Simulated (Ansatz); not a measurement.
# CsSrF3 (Pm-3m): following an unstable mode

Wanted: the energy along a soft mode of CsSrF3 (Pm-3m) and the structure at the end.

Program: Ansatz 0.2.0. Level of theory: DFT PBEsol, scalar-relativistic, plane waves, PAW; PAW set soft_1. Results are calculated unless marked as measured.

## (1) The structure

The structure is cubic, space group Pm-3m (No. 221). Conventional cell: a = 4.737 Å, b = 4.737 Å, c = 4.737 Å, α = 90.00°, β = 90.00°, γ = 90.00°. Cs has 12 F at 3.35 Å nearest. Nearest to Sr lie 6 F at 2.37 Å. F has 2 Sr at 2.37 Å and 4 Cs at 3.35 Å nearest. Farther neighbours and most contacts between anions are not listed.

## (2) Response at finite wavevector

The cell comes from relaxations at this level that are not shown. Stability and thermal properties need the whole zone. Linear response on a 2×2×2 q mesh gives force constants as far as a supercell of that size would, and the tensors from the zone-centre run are typed in so that the long-range dipole term is interpolated apart.

input.yaml reads:

```yaml
crystal:
  lattice:
    - [4.7371927409, 0.0, 0.0]
    - [0.0, 4.7371927409, 0.0]
    - [0.0, 0.0, 4.7371927409]
  atoms:
    - { symbol: Cs, position: [0.0, 0.0, 0.0] }
    - { symbol: Sr, position: [0.5, 0.5, 0.5] }
    - { symbol: F, position: [0.0, 0.5, 0.5] }
    - { symbol: F, position: [0.5, 0.0, 0.5] }
    - { symbol: F, position: [0.5, 0.5, 0.0] }
kpoints:
  mp_grid: { grid: [6, 6, 6] }
hamiltonian:
  xc: pbesol
  pseudopotentials: { kind: paw, azcp: { folder: soft_1 }, xc_functional: pbe }
scf:
  occupations: { method: fixed }
output:
  eigenvalues: true
phonons:
  method: dfpt
  qmesh: [2, 2, 2]
  temperatures: { t_max: 1000, t_step: 50 }
  qpath:
    path:
      - [[0.0, 0.0, 0.0], [0.0, 0.5, 0.0], [0.5, 0.5, 0.0], [0.0, 0.0, 0.0], [0.5, 0.5, 0.5], [0.0, 0.5, 0.0]]
      - [[0.5, 0.5, 0.5], [0.5, 0.5, 0.0]]
    npoints: 10
  non_analytic_term:
    high_frequency_dielectric_tensor: [[2.2877, 0.0, 0.0], [0.0, 2.2877, 0.0], [0.0, 0.0, 2.2877]]
    born_effective_charges:
      - { species: Cs, tensor: [[1.3028, 0.0, 0.0], [0.0, 1.3028, 0.0], [0.0, 0.0, 1.3028]] }
      - { species: Sr, tensor: [[2.4582, 0.0, 0.0], [0.0, 2.4582, 0.0], [0.0, 0.0, 2.4582]] }
      - { species: F, tensor: [[-1.7053, 0.0, 0.0], [0.0, -1.0279, 0.0], [0.0, 0.0, -1.0279]] }
      - { species: F, tensor: [[-1.0279, 0.0, 0.0], [0.0, -1.7053, 0.0], [0.0, 0.0, -1.0279]] }
      - { species: F, tensor: [[-1.0279, 0.0, 0.0], [0.0, -1.0279, 0.0], [0.0, 0.0, -1.7053]] }
    source: "zone-centre run at this cell"
```

On the command line:

```sh
$ ansatz run input.yaml --threads 4 --pin off --max-ram 10240MiB --backend cpu --events-out ev --progress --plain --runs-dir out
```

Numbers of over 12 decimals in the logs are rounded to 6 here.

What it wrote:

```text
Engine: ansatz 0.2.0, aarch64-unknown-linux-gnu
Pseudopotentials: kind: paw
Pseudopotential: Cs, paw, valence charge 9, recommended cutoff 420 eV (normal), soft_1/Cs.paw.azcp
Pseudopotential: Sr, paw, valence charge 10, recommended cutoff 420 eV (normal), soft_1/Sr.paw.azcp
Pseudopotential: F, paw, valence charge 7, recommended cutoff 420 eV (normal), soft_1/F.paw.azcp
Functional definition: PBEsol
  exchange = pbesol_x
  correlation = pbesol_c
Crystal: 5 atoms, lattice volume = 106.307 Å³
Basis set: ecut = 420 eV, 2103 PW (Γ), exchange–correlation on 64×64×64 points (8 copies of the dense FFT grid, shifted against one another)
Bands: 25, of which v1, the nominal top of the filled ones, is band 20 counted from 1 (19 counted from 0)
Symmetry: 48 space group operations
k-points: 20 of 216
Non-local potential: Cs, projectors of the file, l = 0: 3, l = 1: 2, l = 2: 2, l = 3: 2
Non-local potential: Sr, projectors of the file, l = 0: 3, l = 1: 2, l = 2: 2
Non-local potential: F, projectors of the file, l = 0: 2, l = 1: 2, l = 2: 1
PAW form: soft (Blöchl's): semilocal exchange-correlation on the pseudo side does not see the compensation charge
PAW frozen core: Cs, regenerated for the run's functional, and the local potential with it (the file was generated under x = pbe(κ = 0.804, μ = 0.219515), c = pbe(β = 0.066725))
PAW frozen core: Sr, regenerated for the run's functional, and the local potential with it (the file was generated under x = pbe(κ = 0.804, μ = 0.219515), c = pbe(β = 0.066725))
PAW frozen core: F, regenerated for the run's functional, and the local potential with it (the file was generated under x = pbe(κ = 0.804, μ = 0.219515), c = pbe(β = 0.066725))
PAW one-centre angular grid: Cs, 194 points (default); XC on 64 Gauss nodes
PAW one-centre angular grid: Sr, 110 points (default); XC on 64 Gauss nodes
PAW one-centre angular grid: F, 110 points (default); XC on 64 Gauss nodes
Initial density: superposition of atomic densities (chi_scale 0.1, normalization cell, long waves kept (reshape's long-wave potential 0.00 eV rms))
Initial wavefunctions: pseudopotential atomic-orbital guess
Functional: x = pbesol(κ = 0.804, μ = 0.123457), c = pbesol(β = 0.046)
SCF iter   1: F=—  HF=-11494.366687 eV  |F-HF|=—  |Δ(HF+E_count)|=         —  Δρ=1.66e-1  dr2=2.49e1  ethr=3.10e-3  ⟨swp⟩=6.4  Hψ=2619  notcnv=0  defer=36
preconditioner: auto → Resta (q_TF=auto, 2.318 Å⁻¹)  ε∞=3.5  [insulator: Δε(μ)=3.185 eV  Ē_g=13.759 eV  n_scr=26 (ndim 8)  ℏωp=21.6 eV  f_vac=0.001  ε∞_Penn≈3.5]
SCF iter   2: F=—  HF=-11489.096681 eV  |F-HF|=—  |Δ(HF+E_count)|=    5.27e0  Δρ=7.55e-2  dr2=3.51e0  ethr=3.10e-3  ⟨swp⟩=4.2  Hψ=1469  notcnv=0  defer=34
SCF iter   3: F=—  HF=-11488.286969 eV  |F-HF|=—  |Δ(HF+E_count)|=   8.10e-1  Δρ=1.88e-2  dr2=4.92e-1  ethr=3.10e-3  ⟨swp⟩=2.2  Hψ=1021  notcnv=0  defer=27
SCF iter   4: F=—  HF=-11488.188364 eV  |F-HF|=—  |Δ(HF+E_count)|=   9.86e-2  Δρ=6.19e-3  dr2=4.00e-2  ethr=1.23e-3  ⟨swp⟩=2.7  Hψ=1060  notcnv=0  defer=50
SCF iter   5: F=—  HF=-11488.188113 eV  |F-HF|=—  |Δ(HF+E_count)|=   2.51e-4  Δρ=1.42e-3  dr2=1.90e-3  ethr=9.99e-5  ⟨swp⟩=3.0  Hψ=883  notcnv=0  defer=53
SCF iter   6: F=—  HF=-11488.188406 eV  |F-HF|=—  |Δ(HF+E_count)|=   2.94e-4  Δρ=3.38e-4  dr2=1.62e-4  ethr=4.74e-6  ⟨swp⟩=2.9  Hψ=882  notcnv=0  defer=55
SCF iter   7: F=—  HF=-11488.188434 eV  |F-HF|=—  |Δ(HF+E_count)|=   2.73e-5  Δρ=1.02e-4  dr2=1.29e-5  ethr=4.05e-7  ⟨swp⟩=2.0  Hψ=774  notcnv=0  defer=54
SCF iter   8: F=—  HF=-11488.188435 eV  |F-HF|=—  |Δ(HF+E_count)|=   1.52e-6  Δρ=1.40e-5  dr2=1.25e-7  ethr=3.21e-8  ⟨swp⟩=2.1  Hψ=796  notcnv=0  defer=51
SCF iter   9: F=—  HF=-11488.188435 eV  |F-HF|=—  |Δ(HF+E_count)|=   2.44e-7  Δρ=2.74e-6  dr2=7.73e-9  ethr=3.12e-10  ⟨swp⟩=2.0  Hψ=831  notcnv=0  defer=45
SCF iter  10: F=—  HF=-11488.188435 eV  |F-HF|=—  |Δ(HF+E_count)|=  6.15e-10  Δρ=2.39e-7  dr2=6.89e-11  ethr=1.93e-11  ⟨swp⟩=2.1  Hψ=779  notcnv=0  defer=45
SCF iter  11: F=-11488.188435 eV  HF=-11488.188435 eV  |F-HF|=3.64e-12  |Δ(HF+E_count)|=  5.82e-11  Δρ=4.80e-8  dr2=2.38e-12  ethr=1.00e-12  ⟨swp⟩=15.9  Hψ=4090  notcnv=0
SCF 1 converged in 11 iterations: F = -11488.188435 eV  dr2 = 2.38e-12
  greatest PAW one-centre occupation: 0.987 electrons in one spin orbital (limit 2), on the Sr atom at site 1 (counted from 0), in its partial waves of l = 0
NSCF: frozen V_eff on 20 k-points
NSCF: frozen V_eff on 64 k-points
DFPT response loops at q = (0, 0, 0) (fractional): preconditioner auto → none (the input reference at scf.mixing.eps_inf says where Resta's filter doesn't serve); β = 0.50; Broyden in place of MSR1
NSCF: frozen V_eff on 128 k-points
DFPT response loops at q = (0, 0, -0.5) (fractional): preconditioner auto → Resta (q_TF=auto, 2.318 Å⁻¹)  ε∞=3.1 (no band partly filled); β = 1.00, the filter's whole step (`scf.mixing.beta` (0.50) is not read by the response loops at its default; to damp them type it under 1.00, their step now; it binds the ground state too); Broyden in place of MSR1
NSCF: frozen V_eff on 128 k-points
DFPT response loops at q = (0, -0.5, -0.5) (fractional): preconditioner auto → none (the input reference at scf.mixing.eps_inf says where Resta's filter doesn't serve); β = 0.50; Broyden in place of MSR1
NSCF: frozen V_eff on 128 k-points
DFPT response loops at q = (-0.5, -0.5, -0.5) (fractional): mixed as the last ones told, above
SCF converged after 11 iterations
Free energy (F): -11488.188435 eV
Harris-Foulkes:  -11488.188435 eV  (|F-HF|=3.64e-12)
Internal energy: -11488.188435 eV  (E = F + TS)
E sigma→0 (E₀):  -11488.188435 eV
Fermi energy:    2.214855 eV
--- Per-component energies (eV) ---
  E_band       = -227.914677
  E_kinetic    = 972.429551
  E_local      = -2934.817982  (includes V_loc(G=0)·N_el)
  E_nonlocal   = 521.006309
  E_hartree    = 1036.256532
  E_xc         = -582.460463
  E_vxc        = -590.438542  (∫ρ·V_xc dr)
  E_paw        = -8211.009494  (= ΣΔE_a)
  E_vpaw       = -268.609173  (= ΣTr[D̂ρ^β])
  E_aug_tail   = 0.002064  (compensation charges beyond the density's cutoff)
  E_ewald      = -2290.000792
  E_core_change = 0.405840  (= ΣΔE_core)
  E_smearing   = -0.000000  (= −TS)
  E_closure    = 0.000000  (closes the sum)
  Σ components = -11488.188435   (vs F -11488.188435, Δ=0.00e0)
--- Band table (eV; the first three rows and the last of 20) ---
  k-point 0: bands = [... 16 lower, 1.9373, 2.2149, 2.2149, 2.2149, 8.5138, 9.9072, 9.9072, 10.8599, ... 1 higher]
  k-point 1: bands = [... 16 lower, 1.8999, 1.9192, 2.2114, 2.2114, 8.8907, 10.0862, 10.2229, 10.9944, ... 1 higher]
  k-point 2: bands = [... 16 lower, 1.8227, 1.8227, 2.2062, 2.2062, 9.6853, 10.4919, 11.0285, 11.3694, ... 1 higher]
  k-point 19: bands = [... 16 lower, 1.5621, 2.1730, 2.1730, 2.1730, 10.6985, 10.6985, 10.6985, 12.7208, ... 1 higher]
--- Phonons (Γ-DFPT): 4 representative perturbations + reference (Σ response iterations 13) ---
  ASR residual: 4.799e-4 → 0.000e0 eV/Å²; symmetrization residual: 3.825e-6 eV/Å²
  ASR residual per site (eV/Å²): 2.88e-5 4.80e-4 4.37e-4 4.37e-4 4.37e-4
  Γ frequencies (cm⁻¹): 0.00 0.00 0.00 22.11 22.11 22.11 53.32 53.32 53.32 119.75 119.75 119.75 345.62 345.62 345.62
--- Phonons (arbitrary-q DFPT): 4 irreducible q on the 2×2×2 mesh ---
  q = [0.0000, 0.0000, 0.0000] (star 1, of the zone-centre solve; hermiticity 1.03e-6, symmetrization 3.13e-13): 0.00 0.00 0.00 22.11 22.11 22.11 53.32 53.32 53.32 119.75 119.75 119.75 345.62 345.62 345.62
  q = [0.0000, 0.0000, -0.5000] (star 3, 9 solved perturbations in 504 linear systems a pass and spin channel, the states on 64 of 216 k-point pairs; hermiticity 4.81e-7, symmetrization 1.29e-7): 25.83 25.83 38.57 38.57 63.01 74.34 86.63 86.63 106.22 106.22 123.59 237.57 345.24 345.24 400.62
  q = [0.0000, -0.5000, -0.5000] (star 3, 9 solved perturbations in 504 linear systems a pass and spin channel, the states on 64 of 216 k-point pairs; hermiticity 4.46e-7, symmetrization 1.22e-7): -61.90 2.27 2.27 31.93 80.78 89.25 89.25 90.86 90.86 183.64 193.80 193.80 344.71 349.46 424.60
  q = [-0.5000, -0.5000, -0.5000] (star 1, 4 solved perturbations in 184 linear systems a pass and spin channel, the states on 64 of 216 k-point pairs; hermiticity 7.23e-8, symmetrization 1.66e-8): -66.36 -66.36 -66.36 27.15 27.15 27.15 150.74 150.74 150.74 184.83 184.83 184.83 349.27 349.27 439.56
  sum rule: each row above includes the acoustic sum rule's correction from the zone centre's row sums; it moved no ω² by more than (2.50 cm⁻¹)²
  mesh force constants: q→R imaginary residual 7.47e-18; ASR residual 4.799e-4 → 0.000e0 eV/Å²; symmetrization residual 3.997e-15 eV/Å²
  interpolated dispersion: 63 rows × 15 modes
  density of states and harmonic sums: on the 14×14×14 q-mesh, interpolated from the force constants of a 2×2×2 supercell (with the dipole–dipole term of supplied tensors)
  largest difference from the sums on the solved wave vectors: F 1.55e-1 eV, S 1.57e-4 and C_V 1.42e-5 eV/K
  zero-point energy: 0.131231 eV/cell   skipped modes (ω ≤ 0): 144, of them read as no rigid motion or as one in doubt: 141 (1.144e0 modes/cell left out, lowest -66.36 cm⁻¹)   left out of the sums: 7.63e-2 of the cell's modes: C_V's classical limit lies that fraction below 3 k_B per atom; for a crystal, a wire or a layer, F and S can be off by more, and a phonons.interpolated_qmesh denser along its periods is the remedy for the sampling
```

It took 91 s on 4 threads of Arm Neoverse V1, shared host; peak memory 0.81 GiB; 5.8 min of CPU time.

The column dr2 measures how far the density is from self-consistency, as an energy; F and HF (Harris–Foulkes) agree once it is small.

This step gave:

```yaml
gap_on_the_k_mesh: 6.299 eV
volume_per_atom: 21.26 Å³
sum_rule_residual_before_enforcement: 4.80e-4 eV/Å²
lowest_frequency_on_the_path: -66.36 cm⁻¹
point_group: m-3m
highest_frequency_on_the_path_or_at_a_solved_wavevector: 439.6 cm⁻¹
highest_optical_mode_at_the_zone_centre_no_lo_to_term: 345.6 cm⁻¹
lowest_optical_zone_centre_mode: 22.11 cm⁻¹
lowest_mode_on_the_q_mesh_acoustic_modes_at_gamma_apart: -66.36 cm⁻¹
```

Frequencies (cm⁻¹) solved at each irreducible wavevector; negative means imaginary. Frequencies by wavevector, by row:

| q in reciprocal lattice units | star | mode 1 | mode 2 | mode 3 | mode 4 | mode 13 | mode 14 | mode 15 |
| --- | --- | --- | --- | --- | --- | --- | --- | --- |
| 0 0 0 | 1 | 0 | 0 | 0 | 22.1 | 345.6 | 345.6 | 345.6 |
| 0 0 -0.5 | 3 | 25.8 | 25.8 | 38.6 | 38.6 | 345.2 | 345.2 | 400.6 |
| 0 -0.5 -0.5 | 3 | -61.9 | 2.3 | 2.3 | 31.9 | 344.7 | 349.5 | 424.6 |
| -0.5 -0.5 -0.5 | 1 | -66.4 | -66.4 | -66.4 | 27.1 | 349.3 | 349.3 | 439.6 |

Interpolated from a 2×2×2 q mesh, with the LO-TO term (at Γ the limit along the path; where Γ stands inside the path, tables give the limit on arrival). Phonon branches along the path, in cm⁻¹:

| point | branch 1 | branch 2 | branch 3 | branch 4 | branch 12 | branch 13 | branch 14 | branch 15 |
| --- | --- | --- | --- | --- | --- | --- | --- | --- |
| Γ | 0 | 0 | 0 | 22 | 178 | 346 | 346 | 409 |
| halfway | 21 | 21 | 32 | 32 | 204 | 345 | 345 | 406 |
| X | 26 | 26 | 39 | 39 | 238 | 345 | 345 | 401 |
| halfway | -38 | 26 | 29 | 34 | 220 | 345 | 346 | 414 |
| M | -62 | 2 | 2 | 32 | 194 | 345 | 350 | 425 |
| halfway | -22 | 26 | 28 | 42 | 199 | 345 | 345 | 411 |
| Γ | 0 | 0 | 0 | 22 | 178 | 346 | 346 | 409 |
| halfway | -19 | 8 | 8 | 37 | 192 | 346 | 346 | 417 |
| R | -66 | -66 | -66 | 27 | 185 | 349 | 349 | 440 |
| halfway | -43 | -29 | 24 | 30 | 208 | 347 | 347 | 423 |
| X | 26 | 26 | 39 | 39 | 238 | 345 | 345 | 401 |
| jump to R | -66 | -66 | -66 | 27 | 185 | 349 | 349 | 440 |
| halfway | -64 | -38 | -38 | 31 | 191 | 347 | 349 | 432 |
| M | -62 | 2 | 2 | 32 | 194 | 345 | 350 | 425 |

Symmetry leaves 4 wavevectors to solve. The lowest mode among them, the acoustic zeros apart, lies at q = (-0.5, -0.5, -0.5) and is imaginary, 66.4i cm⁻¹, so the energy falls along it.

## (3) The mode frozen in, largest atomic shift 0 Å

The mode followed lies at q = (-0.5, -0.5, -0.5) with frequency 66.4i cm⁻¹ and is 3-fold degenerate, the softest among the wavevectors solved. At small amplitude the distorted cell has space group no. 140 by a symmetry search on the positions. The undistorted cell that holds it gives the zero of energy on the same k mesh.

System of this step: CsSrF3. The structure is cubic, space group Pm-3m (No. 221). Conventional cell: a = 4.737 Å, b = 4.737 Å, c = 4.737 Å, α = 90.00°, β = 90.00°, γ = 90.00°. Nearest to Cs lie 12 F at 3.35 Å. Sr has 6 F at 2.37 Å nearest. F has 2 Sr at 2.37 Å and 4 Cs at 3.35 Å nearest. Farther neighbours and most contacts between anions are not listed.

input.yaml reads:

```yaml
crystal:
  lattice:
    - [4.7371927409, 4.7371927409, 0.0]
    - [4.7371927409, 0.0, 4.7371927409]
    - [4.7371927409, 0.0, -4.7371927409]
  atoms:
    - { symbol: Cs, position: [0.0, 0.5, 0.5] }
    - { symbol: Cs, position: [0.0, 0.0, 0.0] }
    - { symbol: Sr, position: [0.5, 0.25, 0.75] }
    - { symbol: Sr, position: [0.5, 0.75, 0.25] }
    - { symbol: F, position: [0.5, 0.0, 0.5] }
    - { symbol: F, position: [0.5, 0.5, 0.0] }
    - { symbol: F, position: [0.0, 0.0, 0.5] }
    - { symbol: F, position: [0.0, 0.5, 0.0] }
    - { symbol: F, position: [0.5, 0.5, 0.5] }
    - { symbol: F, position: [0.5, 0.0, 0.0] }
kpoints:
  mp_grid: { grid: [6, 6, 6] }
hamiltonian:
  xc: pbesol
  pseudopotentials: { kind: paw, azcp: { folder: soft_1 }, xc_functional: pbe }
scf:
  occupations: { method: gaussian, width: 0.02 }
output:
  forces: true
  stress: true
  eigenvalues: true
```

What it wrote:

```text
[...]
Crystal: 10 atoms, lattice volume = 212.615 Å³
Basis set: ecut = 420 eV, 4111 PW (Γ), exchange–correlation on 90×90×90 points (8 copies of the dense FFT grid, shifted against one another)
Bands: 50, of which v1, the nominal top of the filled ones, is band 40 counted from 1 (39 counted from 0)
Symmetry: 96 space group operations
[...]
k-points: 16 of 216
[...]
k-point 0: bands = [... 36 lower, 2.1730, 2.2149, 2.2149, 2.2149, 8.5138, 9.9072, 9.9072, 10.6985, ... 4 higher]
  k-point 1: bands = [... 36 lower, 2.1342, 2.1378, 2.1378, 2.1505, 8.8058, 10.0947, 10.0947, 10.6910, ... 4 higher]
  k-point 2: bands = [... 36 lower, 1.9951, 2.0630, 2.0630, 2.0903, 9.5284, 10.5937, 10.5937, 10.7353, ... 4 higher]
  k-point 15: bands = [... 36 lower, 1.9908, 2.1271, 2.1919, 2.1995, 10.3955, 10.6287, 10.7349, 10.9972, ... 4 higher]
[key lines of the parts left out:]
SCF converged after 9 iterations
Free energy (F): -22976.376834 eV
Fermi energy:    5.364421 eV
P = ⅓ Tr σ = 0.0029 GPa (0.029 kbar)
```

Elapsed: 3.7 s, on 4 threads; peak memory 0.67 GiB; 14 s of CPU time.

This step gave:

| Quantity | Value |
| --- | --- |
| pressure | 0.002931 GPa |
| energy from the undistorted cell | 0 meV/atom |

At this level the gap is 6.30 eV on the k-mesh of the self-consistent run, which can miss the band edges.

## (4) The mode frozen in, largest atomic shift 0.45 Å

The atoms are moved along the unstable eigenvector, the largest shift by 0.45 Å, with the cell fixed.

input.yaml, the sections that differ from step 3:

```yaml
crystal:
  lattice:
    - [4.7371927409, 4.7371927409, 0.0]
    - [4.7371927409, 0.0, 4.7371927409]
    - [4.7371927409, 0.0, -4.7371927409]
  atoms:
    - { symbol: Cs, position: [0.0, 0.5, 0.5] }
    - { symbol: Cs, position: [0.0, 0.0, 0.0] }
    - { symbol: Sr, position: [0.5, 0.25, 0.75] }
    - { symbol: Sr, position: [0.5, 0.75, 0.25] }
    - { symbol: F, position: [0.5, 0.0474964842, 0.4525035158] }
    - { symbol: F, position: [0.5, 0.4525035158, 0.0474964842] }
    - { symbol: F, position: [0.0, 0.0, 0.5] }
    - { symbol: F, position: [0.0, 0.5, 0.0] }
    - { symbol: F, position: [0.5, 0.5474964842, 0.5474964842] }
    - { symbol: F, position: [0.5, -0.0474964842, -0.0474964842] }
# kpoints, hamiltonian, scf, output: as in step 3
```

What it wrote:

```text
[...]
Crystal: 10 atoms, lattice volume = 212.615 Å³
Basis set: ecut = 420 eV, 4111 PW (Γ), exchange–correlation on 90×90×90 points (8 copies of the dense FFT grid, shifted against one another)
Bands: 50, of which v1, the nominal top of the filled ones, is band 40 counted from 1 (39 counted from 0)
Symmetry: 16 space group operations
[...]
k-points: 30 of 216
[...]
k-point 0: bands = [... 36 lower, 2.0843, 2.1001, 2.1001, 2.1462, 8.5088, 9.8773, 10.3843, 10.7209, ... 4 higher]
  k-point 1: bands = [... 36 lower, 2.0558, 2.0634, 2.0684, 2.1248, 8.7991, 10.0502, 10.5491, 10.7272, ... 4 higher]
  k-point 2: bands = [... 36 lower, 1.9899, 2.0168, 2.0706, 2.1215, 9.5199, 10.4987, 10.7672, 10.9029, ... 4 higher]
  k-point 29: bands = [... 36 lower, 2.0849, 2.1076, 2.1076, 2.1708, 10.0179, 10.4363, 10.6559, 11.0925, ... 4 higher]
[key lines of the parts left out:]
SCF converged after 10 iterations
Free energy (F): -22976.422620 eV
Fermi energy:    5.349073 eV
P = ⅓ Tr σ = -0.5286 GPa (-5.286 kbar)
```

Elapsed: 6.9 s, on 4 threads; peak memory 0.76 GiB; 27 s of CPU time.

This step gave:

| Item | Value |
| --- | --- |
| pressure | -0.5286 GPa |
| gap on the k-mesh | 6.320 eV |
| energy from the undistorted cell | -4.579 meV/atom |

The energy, extrapolated to zero smearing, is -4.58 meV/atom against the undistorted cell.

The run ends at a pressure of -0.53 GPa, with forces up to 0.032 eV/Å.

## (5) Energy along the mode, all amplitudes (two of the runs are shown above)

An imaginary frequency means negative curvature, so the energy should fall and then rise again as anharmonic terms take over.

Numbers from this step:

```yaml
depth_at_the_lowest_point_sampled: 4.579 meV/atom
largest_atomic_shift_at_that_point: 0.45 Å
```

The energy from the parent by largest atomic shift:

| largest atomic shift (Å) | energy from the parent (meV/atom) |
| --- | --- |
| 0.000 | 0 |
| 0.040 | -0.098 |
| 0.080 | -0.385 |
| 0.140 | -1.13 |
| 0.220 | -2.50 |
| 0.320 | -4.22 |
| 0.450 | -4.58 |
| 0.600 | 1.72 |

Displacement at unit largest shift by atom:

| atom | x (Å) | y (Å) | z (Å) | size |
| --- | --- | --- | --- | --- |
| Cs1 | 0.00 | 0.00 | 0.00 | 0.00 |
| Cs2 | 0.00 | 0.00 | 0.00 | 0.00 |
| Sr3 | 0.00 | 0.00 | 0.00 | 0.00 |
| Sr4 | 0.00 | 0.00 | 0.00 | 0.00 |
| F5 | 0.00 | 0.00 | 1.00 | 1.00 |
| F6 | 0.00 | 0.00 | -1.00 | 1.00 |
| F7 | 0.00 | 0.00 | 0.00 | 0.00 |
| F8 | 0.00 | 0.00 | 0.00 | 0.00 |
| F9 | 1.00 | 0.00 | 0.00 | 1.00 |
| F10 | -1.00 | 0.00 | 0.00 | 1.00 |

The lowest of the steps tried is at 0.45 Å, 4.58 meV/atom below the parent; the bottom of the well need not coincide with a step.

[end of part 1 of 3]

[Logs are printed without paths, hosts, clocks, repeated set-up lines and the standing remarks that a program may print on its own settings, such as how far it seeks lower states.]

[Hosts, paths, dates, database ids (printed as entryN), source tags and the programs' standing remarks are cut or masked in the printed files.]
